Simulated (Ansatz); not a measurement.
**TePb (Fm-3m): thermal expansion from first principles**

How much does TePb expand with temperature?

Program: Ansatz 0.2.0. Level of theory: DFT RPBE, scalar-relativistic, plane waves, PAW. Results are calculated unless marked as measured.

Report form: the programs' logs are mostly left out.

In doubt: the program warns that the response may not be converged on this k-mesh (step 8), which bears on the force constants and all frequencies.

## 1. The structure

It takes space group Fm-3m (No. 225, cubic). Conventional cell: a = 6.462 Å, b = 6.462 Å, c = 6.462 Å, α = 90.00°, β = 90.00°, γ = 90.00°. Nearest to Te lie 6 Pb at 3.23 Å. Nearest to Pb lie 6 Te at 3.23 Å. Farther neighbours and most contacts between anions are not listed.

## 2. Probe on a coarse mesh

Before spending time, one coarse run tells the gap and the pressure of the starting cell.

input.yaml reads:

```yaml
crystal:
  lattice:
    - [0.0, 3.231, 3.231]
    - [3.231, 0.0, 3.231]
    - [3.231, 3.231, 0.0]
  atoms:
    - { symbol: Te, position: [0.5, 0.5, 0.5] }
    - { symbol: Pb, position: [0.0, 0.0, 0.0] }
kpoints:
  mp_grid: { grid: [6, 6, 6] }
hamiltonian:
  xc: rpbe
scf:
  occupations: { method: gaussian, width: 0.1 }
  lower_state_search: "off"
output:
  forces: true
  stress: true
  eigenvalues: true
```

The run is started by

```
$ ansatz run input.yaml --threads 8 --pin off --max-ram 16384MiB --backend cpu --events-out ev --progress --plain --runs-dir out
```

Run time: 0.41 s. Hardware: 8 threads of Arm Neoverse V2, shared host; peak memory 0.38 GiB; 1.6 s of CPU time.

This step gave:

```yaml
pressure: 3.672 GPa
gap_on_the_k_mesh: 0.7943 eV
volume_per_atom: 33.73 Å³/atom
```

The start is under 3.7 GPa at this level and looks like an insulator or semiconductor on this mesh.

## 3. Relaxation

Phonons are second derivatives about a minimum, so cell and atoms are relaxed first, inside the symmetry of the start.

input.yaml, the sections that differ from step 2:

```yaml
kpoints:
  mp_grid: { grid: [8, 8, 8] }
scf:
  occupations: { method: gaussian, width: 0.02 }
  lower_state_search: "off"
output:
  forces: true
  stress: true
  eigenvalues: true
  write_density: true
  write_potential: true
  elf: true
  volumetric_format: npy
relax:
  adjacent_minimum: "off"
  f_tol: 0.005
  max_steps: 80
  cell: { stress_tol: 0.05 }
# crystal, hamiltonian: as in step 2
```

The job ended after 2.1 s (8 threads; peak memory 0.44 GiB; 12 s of CPU time).

The steps of the relaxation:

```tsv
step	energy less that of the first step (eV)	largest force component (eV/Å)	pressure (GPa)	volume (Å³)
1	0.0000	0.0000	3.66	67.46
2	-0.0619	0.0000	-0.62	75.12
3	-0.0648	0.0000	-0.09	73.91
4	-0.0649	0.0000	0.00	73.69
5*	-0.0656	0.0000	0.00	73.69
```

Relaxation steps marked * repeat the geometry before them on a plane-wave basis chosen anew for their cell, so energy and pressure can jump there.

Forces are held to the 48 operations that the run works with; a distortion that breaks them can't arise in this run.

```tsv
conventional cell, symmetrised	before	after	change
a (Å)	6.462	6.655	+3.0 %
b (Å)	6.462	6.655	+3.0 %
c (Å)	6.462	6.655	+3.0 %
volume (Å³/atom)	33.73	36.85	+9.2 %
```

The relaxed structure:

```cif
data_structure
_symmetry_space_group_name_H-M 'P 1'
_symmetry_Int_Tables_number 1
_cell_length_a 4.7059
_cell_length_b 4.7059
_cell_length_c 4.7059
_cell_angle_alpha 60.000
_cell_angle_beta 60.000
_cell_angle_gamma 60.000
_cell_volume 73.69
loop_
_atom_site_label
_atom_site_type_symbol
_atom_site_fract_x
_atom_site_fract_y
_atom_site_fract_z
_atom_site_occupancy
Te1 Te 0.50000 0.50000 0.50000 1
Pb2 Pb 0.00000 0.00000 0.00000 1
```

Numbers from this step:

```yaml
pressure: -7.05e-4 GPa
gap_on_the_k_mesh: 0.9655 eV
volume_per_atom: 36.85 Å³/atom
```

Electrostatic potential energy in the ac plane of the conventional cell at fractional y = 0.000, with atoms of Te and Pb within 0.2 Å of it. With pseudopotentials it is smooth inside the atoms' cores, unlike the true potential.

Values in eV, 10 rows by 16 columns, each cell a mean:
```
-27 -31  -8   7   9   2  -6  17  22   2  -4   8   8   1 -25 -30
 -7   0   7  10  11   9   4  -2  -3   1   8  10  10   8   3  -5
  8   9  10  11  11  11   9   8   8   9  10  11  11  11   9   8
 -5  -3   6  10  10   7  -3 -15 -17  -9   4   9  10   8   0  -5
 31   9  -6   7   8  -1 -29 -27 -23 -32 -12   6   8   0  -4  26
 22   2  -4   8   8   1 -25 -30 -27 -31  -8   7   9   2  -6  17
 -3   1   8  10  10   8   3  -5  -7   0   7  10  11   9   4  -2
  8   9  10  11  11  11   9   8   8   9  10  11  11  11   9   8
-17  -9   4   9  10   8   0  -5  -5  -3   6  10  10   7  -3 -15
-23 -32 -12   6   8   0  -4  26  31   9  -6   7   8  -1 -29 -27
```
Columns run along a (6.7 Å; values clipped at the 3rd and 97th percentile), rows up along c (6.7 Å), edges of the conventional cell, whose origin can differ from the input's. Atoms in or near the plane, at fractional coordinates: Te at (0.50, 0.00), Te at (0.00, 0.50), Pb at (0.00, 0.00), Pb at (0.50, 0.50).

ELF in the ac plane of the conventional cell at fractional y = 0.000, with atoms of Te and Pb within 0.2 Å of it. It is the smooth field of the valence electrons, not physical close to the nuclei.

Values, 10 rows by 16 columns, each cell a mean:
```
0.14 0.31 0.37 0.25 0.46 0.63 0.44 0.19 0.15 0.33 0.58 0.58 0.28 0.32 0.37 0.19
0.35 0.32 0.23 0.13 0.26 0.53 0.62 0.59 0.58 0.61 0.60 0.37 0.14 0.18 0.29 0.34
0.45 0.41 0.29 0.14 0.08 0.16 0.28 0.34 0.35 0.31 0.20 0.10 0.09 0.22 0.37 0.44
0.50 0.57 0.63 0.45 0.18 0.22 0.35 0.37 0.37 0.36 0.28 0.17 0.32 0.60 0.61 0.53
0.11 0.26 0.56 0.59 0.29 0.33 0.36 0.11 0.06 0.25 0.39 0.27 0.47 0.62 0.40 0.11
0.15 0.33 0.58 0.58 0.28 0.32 0.37 0.19 0.14 0.31 0.37 0.25 0.46 0.63 0.44 0.19
0.58 0.61 0.60 0.37 0.14 0.18 0.29 0.34 0.35 0.32 0.23 0.13 0.26 0.53 0.62 0.59
0.35 0.31 0.20 0.10 0.09 0.22 0.37 0.44 0.45 0.41 0.29 0.14 0.08 0.16 0.28 0.34
0.37 0.36 0.28 0.17 0.32 0.60 0.61 0.53 0.50 0.57 0.63 0.45 0.18 0.22 0.35 0.37
0.06 0.25 0.39 0.27 0.47 0.62 0.40 0.11 0.11 0.26 0.56 0.59 0.29 0.33 0.36 0.11
```
Columns run along a (6.7 Å), rows up along c (6.7 Å), edges of the conventional cell, whose origin can differ from the input's. Atoms in or near the plane, at fractional coordinates: Te at (0.50, 0.00), Te at (0.00, 0.50), Pb at (0.00, 0.00), Pb at (0.50, 0.50).

Valence density in the ac plane of the conventional cell at fractional y = 0.000, with atoms of Te and Pb within 0.2 Å of it. It is the smooth field of the valence electrons, not physical close to the nuclei.

Ten steps, logarithmic in the rise over the least value, from '_' (0 e/Å³) to '@' (15 e/Å³), each cell a mean:
```
%%##==::....::==%%@@@@**--::....--**%%
**++--..__..::--++##**==::..__..::==**
----..______..::------::..______..::--
....__________....::::..__________....
....____________......______________..
::....__________........__________..::
----::..______..------::..______..::--
**++--::..__..--++****==::..__..::==**
@@##==::....::==##%%##**--....::--**@@
@@%%++::....::++##%%%%**--....::--##@@
%%**==::....::==**####++--......--++%%
++==::..____..::==++==--..____..::--==
::::..________..::::::..________..::::
....____________......____________....
....____________........____________..
::::..________..::::::::..________..::
++==::..____..::==++==--::..____..--==
##**==::....::==**%%##++--......--++##
%%##++::....::++%%@@@@**--::....--**%%
```
Columns run along a (6.7 Å), rows up along c (6.7 Å), edges of the conventional cell, whose origin can differ from the input's. Atoms in or near the plane, at fractional coordinates: Te at (0.50, 0.00), Te at (0.00, 0.50), Pb at (0.00, 0.00), Pb at (0.50, 0.50).

The relaxation ends with a pressure of 0.00 GPa.

## 4. A second relaxation

The relaxation is run once more from where the first one ended, as the script does after a large change of volume or of the gap, with mesh and occupations reviewed.

input.yaml, the sections that differ from step 3:

```yaml
crystal:
  lattice:
    - [0.0, 3.3275888509, 3.3275888509]
    - [3.3275888509, 0.0, 3.3275888509]
    - [3.3275888509, 3.3275888509, 0.0]
  atoms:
    - { symbol: Te, position: [0.5, 0.5, 0.5] }
    - { symbol: Pb, position: [0.0, 0.0, 0.0] }
output:
  forces: true
  stress: true
  eigenvalues: true
# kpoints, hamiltonian, scf, relax: as in step 3
```

The job ended after 1 s (8 threads; peak memory 0.43 GiB; 5.7 s of CPU time).

Little changed from the start: no atom moved by 0.005 Å and no cell edge by 0.1 %.

Numbers from this step:

| Property | Result |
| --- | --- |
| pressure | -6.98e-4 GPa |

## 5. Relaxing to small residual forces and stress

The relaxation is repeated with tighter thresholds on force and stress, since phonons are sensitive to what is left; a change of mesh or smearing in the input moves the cell too.

input.yaml, the sections that differ from step 4:

```yaml
scf:
  occupations: { method: fixed }
  lower_state_search: "off"
relax:
  adjacent_minimum: "off"
  f_tol: 0.001
  max_steps: 60
  cell: { stress_tol: 0.01 }
# crystal, kpoints, hamiltonian, output: as in step 4
```

Elapsed: 1 s, on 8 threads; peak memory 0.42 GiB.

Little changed from the start: no atom moved by 0.005 Å and no cell edge by 0.1 %.

Numbers from this step:

```yaml
pressure: -7.01e-4 GPa
```

The residual pressure is -7.0e-4 GPa, small enough for phonons.

## 6. An input with a fault

This input was changed on purpose, to see how the program answers.

input.yaml, the sections that differ from step 5:

```yaml
scf:
  occupations: { method: fixed }
  lower_state_search: "off"
  max_iter: 50
output:
  eigenvalues: true
phonons:
  method: dfpt
  qmesh: [4, 4, 4]
  thermal_expansion: { pressure: "5 eV" }
# crystal, kpoints, hamiltonian: as in step 5
# relax: removed
```

Run time: 0.02 s. Hardware: 8 threads; peak memory 0.022 GiB.

The input was rejected at the start.

The program's message: “Error: YAML parse error: error: line 22 column 34: expected [pressure], got [energy] (`eV`)
  --> <input>:22:34
   |
20 |   method: dfpt
21 |   qmesh: [4, 4, 4]
22 |   thermal_expansion: { pressure: " …”

The fault put into the input: a pressure in the wrong unit.

## 7. Phonons on strained cells

Thermal expansion follows from how the free energy of the vibrations (and of the electrons in a metal) changes with strain, so the program makes strained cells, their phonons and a fit in one run.

Changes to input.yaml since step 6:

```diff
@@ -15,3 +15,2 @@
   lower_state_search: "off"
-  max_iter: 50
 output:
@@ -21,2 +20,3 @@
   qmesh: [4, 4, 4]
-  thermal_expansion: { pressure: "5 eV" }
+  temperatures: { t_max: 800.0, t_step: 50 }
+  thermal_expansion: {}
```

The job ended after 3 min (8 threads; peak memory 2.3 GiB).

The run ended with an error.

The program's message: “vibrations stand at or below zero in cell 4 (0.047 modes a cell, the lowest at -21.9 cm⁻¹): the crystal is at no minimum there, or its k-points are too few: type the crystal that it becomes, another p …”

## 8. Phonons of the refused cell

The study refused this cell, so its phonons are run alone to see which modes are imaginary.

input.yaml, the sections that differ from step 7:

```yaml
phonons:
  method: dfpt
  dielectric: true
  rigid_motions: translations
  qmesh: [4, 4, 4]
  temperatures: { t_max: 1000, t_step: 50 }
  qpath:
    path:
      - [[0.0, 0.0, 0.0], [0.5, 0.0, 0.5], [0.625, 0.25, 0.625]]
      - [[0.375, 0.375, 0.75], [0.0, 0.0, 0.0], [0.5, 0.5, 0.5], [0.5, 0.25, 0.75], [0.5, 0.0, 0.5]]
    npoints: 10
# crystal, kpoints, hamiltonian, scf, output: as in step 7
```

The job ended after 94 s (8 threads; peak memory 1.9 GiB).

Numbers from this step:

```
Γ frequencies                : -21.77, -21.77, -21.77, 0, 0, 0 cm⁻¹ (negative: imaginary)
lowest frequency on the path : -21.77 cm⁻¹
point group                  : m-3m
highest frequency            : 108.2 cm⁻¹
```

ε∞:

```
23.92  0.00  0.00
 0.00 23.92  0.00
 0.00  0.00 23.92
```

Born charge (rows field, columns displacement) (e), principal values of the symmetric part by kind of site:

```tsv
atom	atoms with these values	low	middle	high	mean
Te1	1	-5.65	-5.65	-5.65	-5.65
Pb2	1	5.65	5.65	5.65	5.65
```

In full for Te1:

```
-5.65  0.00  0.00
 0.00 -5.65  0.00
 0.00  0.00 -5.65
```

LO-TO term included. Phonon branches along the path, in cm⁻¹:

```tsv
point	branch 1	branch 2	branch 3	branch 4	branch 5	branch 6
Γ	-22	-22	0	0	0	104
halfway	19	19	40	40	61	92
X	17	17	24	49	49	61
halfway	22	26	32	56	61	64
U	30	32	50	60	70	86
jump to K	30	32	50	60	70	86
halfway	26	40	52	60	80	103
Γ	-22	-22	0	0	0	104
halfway	32	32	52	72	72	108
L	48	48	84	84	84	98
halfway	37	41	65	76	79	94
W	27	27	57	57	58	87
halfway	25	27	39	55	61	75
X	17	17	24	49	49	61
```

Tetrahedra on 16 16 16, mean over bins of 2 cm⁻¹. Phonon density of states against wavenumber; read off at these points:

```tsv
wavenumber (cm⁻¹)	phonon density of states (1/cm⁻¹/cell)
-21.0	0
-17.0	7.0e-5
-13.0	2.2e-4
-7.0	3.7e-4
-3.0	4.6e-4
1.0	5.8e-4
5.0	7.5e-4
11.0	0.00125
15.0	0.00486
19.0	0.0164
23.0	0.0437
29.0	0.131
33.0	0.0969
37.0	0.0791
41.0	0.0779
47.0	0.0542
51.0	0.0505
55.0	0.0848
59.0	0.0918
61.0	0.102
65.0	0.0825
69.0	0.0747
73.0	0.0696
77.0	0.0691
81.0	0.0845
83.0	0.0830
87.0	0.0351
91.0	0.0463
93.0	0.0582
95.0	0.0482
101.0	0.0219
105.0	0.0253
107.0	0.0326
109.0	4.0e-5
```

No LO-TO term. The modes at Γ (shares of kinetic energy by element, %) (negative means imaginary):

```tsv
mode	frequency (cm⁻¹)	symmetry	Te %	Pb %
1	-21.8	T1u	62	38
2	-21.8	T1u	62	38
3	-21.8	T1u	62	38
4	0.0	T1u	38	62
5	0.0	T1u	38	62
6	0.0	T1u	38	62
```

Displacements in mode 2 (-21.8 cm⁻¹), the largest set to 1:
```
Te1 -0.55  1.00 -0.39
Pb2  0.34 -0.62  0.24
```

Phonopy on the run's constants, 15x15x15 mesh, Gaussian sigma 2.0 cm⁻¹. Modes against wavenumber; read off at these points; values in 1/cm⁻¹/cell:

```tsv
wavenumber (cm⁻¹)	Pb	Te
-30.0	0	0
-25.0	2.0e-5	3.0e-5
-20.0	4.6e-5	7.4e-5
-15.0	8.0e-6	0
-10.0	6.2e-4	1.2e-4
-5.0	9.0e-4	6.4e-5
0.0	1.2e-4	7.0e-5
5.0	1.2e-5	0
10.0	8.4e-4	4.0e-5
15.0	0.00641	0.00161
20.0	0.0218	0.00151
25.0	0.0617	0.00401
30.0	0.113	0.00690
35.0	0.0796	0.00718
40.0	0.0683	0.0104
45.0	0.0546	0.0162
50.0	0.0214	0.0326
55.0	0.0241	0.0600
56.9	0.0280	0.0652
60.0	0.0290	0.0634
63.6	0.0313	0.0602
65.0	0.0302	0.0572
70.0	0.0276	0.0482
75.0	0.0176	0.0447
80.0	0.0139	0.0653
81.9	0.0123	0.0696
85.0	0.00871	0.0555
90.0	0.00347	0.0418
95.0	0.00404	0.0430
100.0	0.00455	0.0205
105.0	0.00751	0.0179
110.0	0.00163	0.00340
115.0	0	7.0e-6
120.0	0	0
```

The lowest solved frequency is -21.8 cm⁻¹, so the cell is unstable here and gives no valid free energy.

## 9. What came out

```
lowest frequency at the solved wavevectors : -21.8 cm⁻¹
```

**Reading.** With imaginary harmonic modes at the relaxed cell the quasi-harmonic free energy is undefined, so no expansion is obtained for this phase at this level. The softest solved mode is 22i cm⁻¹ at q = (0, 0, 0), and 1 of 8 solved wavevectors carry a mode beyond 8i cm⁻¹. The starting cell comes from a crystallographic database, so the instability may belong to the level of theory or to the 0 K harmonic picture and not to the crystal; this functional changes the volume by +9 % against that cell. The log warns that the k-mesh is coarse for the response calculation and asks for a check on a denser one. The PAW files were made for PBE and are used here under another functional, for which the program regenerates the frozen cores. The cell of these runs is 9 % larger in volume than the database cell; frequencies and all that rests on them shift with it.

[Logs are printed without paths, hosts, clocks, repeated set-up lines and the standing remarks that a program may print on its own settings, such as how far it seeks lower states.]

[Hosts, paths, dates, database ids (printed as entryN), source tags and the programs' standing remarks are cut or masked in the printed files.]

[A step with changed settings may run another functional than the one named; its input shows which.]
